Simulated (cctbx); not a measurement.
## Interatomic vectors of DyBiPbSe4

Space group Pnma (no. 62), a = 12.6550 Å, b = 4.2410 Å, c = 15.3380 Å, α = 90.00°, β = 90.00°, γ = 90.00°, content Bi4 Pb4 Dy4 Se16.

The data are simulated with cctbx, not measured: Cu Kα, λ = 1.54184 Å, to d = 0.8 Å, 70 % of the full sphere, strongest reflection 40000 counts, noise from counting, a 3 % proportional error and a noise floor of 8 counts (s.d.); no absorption.

Patterson synthesis, origin scaled to 1000:

```text
Patterson group P m m m
      u       v       w   height  length (A)
  0.000   0.000   0.000   1000.0     0.00
  0.000   0.000   0.500    372.3     7.67
  0.000   0.500   0.500    273.9     7.96
  0.500   0.000   0.202    256.4     7.04
  0.354   0.500   0.500    239.7     9.13
  0.500   0.000   0.280    221.5     7.65
  0.177   0.500   0.269    214.4     5.15
  0.171   0.000   0.238    195.0     4.24
  0.351   0.500   0.000    190.2     4.92
  0.307   0.500   0.450    175.0     8.20
  0.154   0.500   0.220    167.6     4.44
  0.326   0.000   0.049    160.7     4.20
  0.500   0.500   0.322    137.7     8.30
  0.500   0.000   0.463    119.4     9.51
```

Q: Assign the vectors.

A peak at u stands for all pairs with xi − xj = u, with weight Σ ZiZj against Σ Z² = 90372 at the origin. Peak heights follow these weights only roughly, since form factors, motion and series ripples differ, all vectors within 0.55 Å of a peak are counted as merged into it though the farther ones add only part of their weight, and F(000) is left out, which lowers the whole map:

| u | v | w | shortest length (Å) | height | 1000 ΣZiZj/ΣZ² | pairs in the cell |
| --- | --- | --- | --- | --- | --- | --- |
| 0.000 | 0.000 | 0.500 | 7.67 | 372 | 485 | 8 × Bi–Dy |
| 0.000 | 0.500 | 0.500 | 7.96 | 274 | 298 | 4 × Pb–Pb |
| 0.500 | 0.000 | 0.202 | 7.05 | 256 | 391 | 4 × Bi–Dy, 2 × Pb–Pb |
| 0.354 | 0.500 | 0.500 | 9.13 | 240 | 274 | 2 × Bi–Bi, 2 × Dy–Dy, 2 × Se–Se |
| 0.500 | 0.000 | 0.280 | 7.65 | 222 | 249 | 2 × Bi–Bi, 2 × Dy–Dy |
| 0.177 | 0.500 | 0.269 | 5.15 | 214 | 392 | 2 × Bi–Pb, 2 × Bi–Dy, 2 × Pb–Dy |
| 0.171 | 0.000 | 0.238 | 4.24 | 195 | 296 | 2 × Bi–Pb, 2 × Pb–Dy, 2 × Se–Se |
| 0.351 | 0.500 | 0.000 | 4.92 | 190 | 242 | 4 × Bi–Dy |
| 0.307 | 0.500 | 0.450 | 8.20 | 175 | 212 | 2 × Bi–Pb, 2 × Pb–Se |
| 0.154 | 0.500 | 0.220 | 4.44 | 168 | 295 | 2 × Pb–Dy, 1 × Bi–Bi, 4 × Se–Se, 1 × Dy–Dy |

The table stops at ten peaks or at a height of 45, below which ripples compete. In the model behind the data Bi, the heaviest element, has 1 independent site: (0.0709, 3/4, 0.3886), up to an allowed shift of origin; the Bi–Bi vectors are differences of these positions and their symmetry mates. Elements of similar Z can't be told apart from the map alone. The whole model:

| atom | mult. | x | y | z | Ueq (Å²) |
| --- | --- | --- | --- | --- | --- |
| Bi1 | 4 | 0.0709 | 3/4 | 0.3886 | 0.0043 |
| Pb1 | 4 | 0.7433 | 3/4 | 0.3401 | 0.0050 |
| Dy1 | 4 | 0.0790 | 3/4 | 0.8964 | 0.0057 |
| Se1 | 4 | 0.0829 | 3/4 | 0.5786 | 0.0080 |
| Se2 | 4 | 0.2916 | 3/4 | 0.8282 | 0.0050 |
| Se3 | 4 | 0.3657 | 3/4 | 0.5258 | 0.0047 |
| Se4 | 4 | 0.4796 | 3/4 | 0.2804 | 0.0056 |

The model was made for the exercise: a known structure type with other elements put in, its volume estimated, not relaxed; displacement parameters are assumed.

[Logs are printed without paths, hosts, clocks, repeated set-up lines and the standing remarks that a program may print on its own settings, such as how far it seeks lower states.]
